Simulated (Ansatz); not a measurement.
# SrLiH3 (model cell, started as cubic perovskite with Sr in the octahedra): phonons and vibrational spectra

How does SrLiH3 (model cell, started as cubic perovskite with Sr in the octahedra) vibrate, and is this structure a minimum?

Program: Ansatz 0.2.0. Level of theory: DFT PBEsol, scalar-relativistic, plane waves, PAW. Results are calculated unless marked as measured.

Most raw output is cut from this account.

The structure was built from a prototype and need not be the compound's stable phase.

### Step 1. The starting structure

Symmetry: Pm-3m, No. 221, cubic system. The conventional cell has a = 4.959 Å, b = 4.959 Å, c = 4.959 Å, α = 90.00°, β = 90.00°, γ = 90.00°. Li has 12 H at 3.51 Å nearest. Nearest to Sr lie 6 H at 2.48 Å. Nearest to H lie 2 Sr at 2.48 Å. Farther neighbours are not listed.

### Step 2. Relaxation

Harmonic phonons are second derivatives at a point where the forces vanish, and they are wanted at zero stress, so atoms and cell are relaxed first.

File input.yaml:

```yaml
crystal:
  lattice:
    - [4.9588, 0.0, 0.0]
    - [0.0, 4.9588, 0.0]
    - [0.0, 0.0, 4.9588]
  atoms:
    - { symbol: Li, position: [0.0, 0.0, 0.0] }
    - { symbol: Sr, position: [0.5, 0.5, 0.5] }
    - { symbol: H, position: [0.5, 0.5, 0.0] }
    - { symbol: H, position: [0.5, 0.0, 0.5] }
    - { symbol: H, position: [0.0, 0.5, 0.5] }
kpoints:
  mp_grid: { grid: [6, 6, 6] }
hamiltonian:
  xc: pbesol
scf:
  occupations: { method: gaussian, width: 0.02 }
output:
  forces: true
  stress: true
  eigenvalues: true
relax:
  adjacent_minimum: "off"
  f_tol: 0.005
  max_steps: 80
  cell: { stress_tol: 0.05 }
```

Launch:

```
$ ansatz run input.yaml --threads 8 --pin off --max-ram 14336MiB --backend cpu --events-out ev --progress --plain --runs-dir out
```

Elapsed: 2.1 s, on 8 threads of Arm Neoverse V2, shared host; peak memory 0.43 GiB; 12 s of CPU time.

Step by step:

```
step  energy less that of the first step (eV)  largest force component (eV/Å)  pressure (GPa)  volume (Å³)
   1                                   0.0000                          0.0000           -3.38       121.94
   2                                  -0.2775                          0.0000           -1.53       104.96
   3                                  -0.3151                          0.0000            0.68        94.22
   4                                  -0.3199                          0.0000           -0.07        97.30
   5                                  -0.3200                          0.0000            0.00        97.01
  6*                                  -0.3162                          0.0000           -0.04        97.01
```

Relaxation steps marked * repeat the geometry before them on a plane-wave basis chosen anew for their cell, so energy and pressure can jump there.

Forces are held to the 48 operations that the run works with; a distortion that breaks them can't arise in this run.

```
conventional cell, symmetrised  before  after   change
                         a (Å)   4.959  4.595   -7.3 %
                         b (Å)   4.959  4.595   -7.3 %
                         c (Å)   4.959  4.595   -7.3 %
              volume (Å³/atom)   24.39  19.40  -20.4 %
```

Final coordinates:

```
Li Sr H
1.0
     4.59488    0.00000    0.00000
     0.00000    4.59488    0.00000
     0.00000    0.00000    4.59488
Li Sr H
1 1 3
Direct
  0.00000 0.00000 0.00000
  0.50000 0.50000 0.50000
  0.50000 0.50000 0.00000
  0.50000 0.00000 0.50000
  0.00000 0.50000 0.50000
```

Numbers from this step:

| Quantity | Value |
| --- | --- |
| pressure | -0.03959 GPa |
| gap on the k-mesh | 1.667 eV |
| volume per atom | 19.40 Å³ |
| direct gap on mesh | 2.119 eV |

In this step the volume went from 24.39 to 19.40 Å³/atom.

### Step 3. Bringing the structure to rest

The relaxation is repeated from its end on the same settings, as a check that it has come to rest.

Edit input.yaml of step 2 so:

```diff
@@ -2,5 +2,5 @@
   lattice:
-    - [4.9588, 0.0, 0.0]
-    - [0.0, 4.9588, 0.0]
-    - [0.0, 0.0, 4.9588]
+    - [4.5948765194, 0.0, 0.0]
+    - [0.0, 4.5948765194, 0.0]
+    - [0.0, 0.0, 4.5948765194]
   atoms:
```

Run time: 0.71 s. Hardware: 8 threads; peak memory 0.38 GiB.

Little changed from the start: no atom moved by 0.005 Å and no cell edge by 0.1 %.

In this step the volume went from 19.40 to 19.40 Å³/atom.

### Step 4. Relaxing to small forces for the phonons

Phonons need a cell at rest on their own settings, so the relaxation is repeated with tight tolerances on forces and stress on the k mesh and occupations of the first response run.

input.yaml, the sections that differ from step 3:

```yaml
kpoints:
  mp_grid: { grid: [8, 8, 8] }
scf:
  occupations: { method: fixed }
output:
  forces: true
  stress: true
  eigenvalues: true
  write_density: true
  write_potential: true
  elf: true
  volumetric_format: npy
relax:
  adjacent_minimum: "off"
  f_tol: 0.001
  max_steps: 60
  cell: { stress_tol: 0.01 }
# crystal, hamiltonian: as in step 3
```

The job ended after 1.3 s (8 threads; peak memory 0.42 GiB).

Little changed from the start: no atom moved by 0.005 Å and no cell edge by 0.1 %.

This step gave:

* pressure: -0.003083 GPa
* gap on the k-mesh: 1.664 eV
* volume per atom: 19.37 Å³
* direct gap on mesh: 2.118 eV

Valence density in the ac plane at fractional y = 0.500, with atoms of Sr and H within 0.2 Å of it. It is the smooth field of the valence electrons, not physical close to the nuclei.

Ten even steps from '0' (0.0 e/Å³) to '9' (2.6 e/Å³), each cell a mean:
```
00000123100000
00000011000000
00000000000000
00000012100000
00000256420000
21002699941001
42113886962013
31002798951012
10001478620001
00000123200000
00000001000000
00000001000000
00000012100000
00000134200000
```
Columns run along a (4.6 Å), rows up along c (4.6 Å). Atoms in or near the plane, at fractional coordinates: Sr at (0.50, 0.50), H at (0.50, 0.00), H at (0.00, 0.50).

ELF in the ac plane at fractional y = 0.500, with atoms of Sr and H within 0.2 Å of it. It is the smooth field of the valence electrons, not physical close to the nuclei.

Values in units of 1e-1, 14 rows by 14 columns, each cell a mean:
```
 0.6  0.8  1.7  5.9  9.2  9.9 10.0 10.0 10.0  9.8  8.4  3.7  1.1  0.7
 1.4  1.0  0.9  2.6  5.7  7.9  8.5  8.6  8.3  7.2  4.6  1.5  0.9  1.1
 4.7  2.9  0.9  0.6  1.1  1.9  2.6  2.8  2.4  1.6  0.8  0.5  1.5  3.7
 9.1  7.4  2.7  0.4  0.9  2.9  4.8  5.3  4.2  2.0  0.5  0.8  4.6  8.4
 9.9  9.4  4.9  1.0  3.3  7.2  8.3  8.3  8.1  5.9  2.0  1.6  7.2  9.8
10.0  9.8  6.2  1.9  6.0  8.5  7.0  6.0  7.9  8.1  4.2  2.4  8.3 10.0
10.0  9.9  6.6  2.5  7.0  8.2  3.5  1.1  6.0  8.3  5.3  2.8  8.6 10.0
10.0  9.8  6.5  2.2  6.6  8.4  5.3  3.5  7.0  8.3  4.8  2.6  8.5 10.0
10.0  9.6  5.5  1.3  4.6  8.2  8.4  8.2  8.5  7.2  2.9  1.9  7.9  9.9
 9.6  8.4  3.5  0.6  1.6  4.6  6.6  7.0  6.0  3.3  0.9  1.1  5.7  9.2
 7.0  4.7  1.5  0.4  0.6  1.3  2.2  2.5  1.9  1.0  0.4  0.6  2.6  5.9
 2.1  1.3  0.7  1.5  3.5  5.5  6.5  6.6  6.2  4.9  2.7  0.9  0.9  1.7
 0.8  0.8  1.3  4.7  8.4  9.6  9.8  9.9  9.8  9.4  7.4  2.9  1.0  0.8
 0.5  0.8  2.1  7.0  9.6 10.0 10.0 10.0 10.0  9.9  9.1  4.7  1.4  0.6
```
Columns run along a (4.6 Å), rows up along c (4.6 Å). Atoms in or near the plane, at fractional coordinates: Sr at (0.50, 0.50), H at (0.50, 0.00), H at (0.00, 0.50).

Electrostatic potential energy in the ac plane at fractional y = 0.500, with atoms of Sr and H within 0.2 Å of it. With pseudopotentials it is smooth inside the atoms' cores, unlike the true potential.

Ten even steps from '_' (-97 eV) to '@' (6 eV), each cell a mean:
```
@@@@@@@@@@@@%%##@@@@@@@@@@@@
@@@@@@@@@@@@@@@@@@@@@@@@@@@@
@@@@@@@@@@@@@@@@@@@@@@@@@@@@
@@@@@@@@@@@@%%%%%%@@@@@@@@@@
@@@@@@@@@@##++++**%%@@@@@@@@
%%@@@@@@%%++..__::**%%@@@@@@
++%%@@@@##::______++%%@@@@##
##%%@@@@%%--____..++%%@@@@%%
@@@@@@@@%%##--::++##@@@@@@@@
@@@@@@@@@@%%%%##%%@@@@@@@@@@
@@@@@@@@@@@@@@@@@@@@@@@@@@@@
@@@@@@@@@@@@@@@@@@@@@@@@@@@@
@@@@@@@@@@@@%%%%@@@@@@@@@@@@
@@@@@@@@@@@@##++%%@@@@@@@@@@
```
Columns run along a (4.6 Å; values clipped at the 3rd and 97th percentile), rows up along c (4.6 Å). Atoms in or near the plane, at fractional coordinates: Sr at (0.50, 0.50), H at (0.50, 0.00), H at (0.00, 0.50).

The forces vanish by symmetry and the pressure is -0.003 GPa, within the tolerances set. The cell now holds 19.37 Å³/atom.

### Step 5. Zone-centre response

The zone centre comes first: it holds the modes that light can see, as far as symmetry allows. The response to a homogeneous field gives the Born charges and the dielectric tensor.

File input.yaml:

```yaml
crystal:
  lattice:
    - [4.5923772974, 0.0, 0.0]
    - [0.0, 4.5923772974, 0.0]
    - [0.0, 0.0, 4.5923772974]
  atoms:
    - { symbol: Li, position: [0.0, 0.0, 0.0] }
    - { symbol: Sr, position: [0.5, 0.5, 0.5] }
    - { symbol: H, position: [0.5, 0.5, 0.0] }
    - { symbol: H, position: [0.5, 0.0, 0.5] }
    - { symbol: H, position: [0.0, 0.5, 0.5] }
kpoints:
  mp_grid: { grid: [8, 8, 8] }
hamiltonian:
  xc: pbesol
scf:
  occupations: { method: fixed }
output:
  eigenvalues: true
phonons:
  method: dfpt
  dielectric: true
  rigid_motions: translations
```

Elapsed: 13 s, on 8 threads; peak memory 0.99 GiB.

Numbers from this step:

```
sum-rule residual before enforcement                    : 4.16e-5 eV/Å²
miss of the charge sum rule                             : 0.004104 e
estimated error of the dielectric tensor                : 0.01137
estimated error of the Born charges                     : 0.01188 e
point group                                             : m-3m
highest optical mode at the zone centre (no LO-TO term) : 1287 cm⁻¹
lowest optical zone-centre mode                         : -421.0 cm⁻¹
mean high-frequency dielectric constant                 : 3.841
largest Born charge (third of the trace)                : 1.597 e
top of the zone-centre spectrum with the field          : 1341 cm⁻¹
```

Without the LO-TO term. Patterns of degenerate modes are one choice out of their space. The modes at Γ (shares of kinetic energy by element, %) (negative means imaginary):

```
mode  frequency (cm⁻¹)  symmetry  Li %  Sr %  H %
   1            -421.0       T2u     0     0  100
   2            -421.0       T2u     0     0  100
   3            -421.0       T2u     0     0  100
   4            -418.9       T1u    32     0   67
   5            -418.9       T1u    32     0   67
   6            -418.9       T1u    32     0   67
   7               0.0  acoustic     7    90    3
   8               0.0  acoustic     7    90    3
   9               0.0  acoustic     7    90    3
  10             241.6       T1u    60     9   30
  11             241.6       T1u    60     9   30
  12             241.6       T1u    60     9   30
  13            1287.2       T1u     0     1   99
  14            1287.2       T1u     0     1   99
  15            1287.2       T1u     0     1   99
```

Displacements in mode 2 (-421.0 cm⁻¹), the largest set to 1:
```
Li1  0.00  0.00  0.00
Sr2  0.00  0.00  0.00
H3   0.01  0.83  0.00
H4  -0.01  0.00  1.00
H5   0.00 -0.83 -1.00
```

Displacements in mode 4 (-418.9 cm⁻¹), the largest set to 1:
```
Li1  0.04  0.13 -0.37
Sr2  0.00  0.00  0.01
H3  -0.11 -0.34  0.05
H4  -0.11 -0.02  1.00
H5   0.00 -0.34  1.00
```

Optical modes at the zone centre, without and with the macroscopic field of the longitudinal modes; each column is sorted by frequency, so a row need not hold one and the same mode. Modes with and without the field, by row:

```
rank among optical modes  no field (cm⁻¹)  q along (1, 0, 0) (cm⁻¹)
                       1             -421                      -421
                       2             -421                      -421
                       3             -421                      -421
                       4           -418.9                    -418.9
                       5           -418.9                    -418.9
                       6           -418.9                     114.3
                       7            241.6                     241.6
                       8            241.6                     241.6
                       9            241.6                     411.7
                      10             1287                      1287
                      11             1287                      1287
                      12             1287                      1341
```

Born charge (rows field, columns displacement) (e), principal values of the symmetric part by kind of site:

```
atom  atoms with these values    low  middle   high   mean
 Li1                        1   1.42    1.42   1.42   1.42
 Sr2                        1   1.60    1.60   1.60   1.60
  H3                        3  -1.02   -1.02  -0.99  -1.01
```

In full for Sr2:

```
1.60 0.00 0.00
0.00 1.60 0.00
0.00 0.00 1.60
```

High-frequency dielectric tensor:

```
3.84 0.00 0.00
0.00 3.84 0.00
0.00 0.00 3.84
```

Transverse modes; imaginary modes are left out. Lines of the infrared spectrum (strongest = 100):

```
position (cm⁻¹)  label  relative intensity
            242    T1u                  20
           1287    T1u                 100
```

Before it was imposed, the acoustic sum rule was missed by 4.2e-5 eV/Å² and the charge sum rule by 0.0041 e. Small misses are needed for a sound result but don't prove that mesh and cutoff are converged. The lowest optical mode is imaginary, 421.0i cm⁻¹, so the energy falls along it.

(Part 1 of 2 ends here.)

[Logs are printed without paths, hosts, clocks, repeated set-up lines and the standing remarks that a program may print on its own settings, such as how far it seeks lower states.]

[Hosts, paths, dates, database ids (printed as entryN), source tags and the programs' standing remarks are cut or masked in the printed files.]
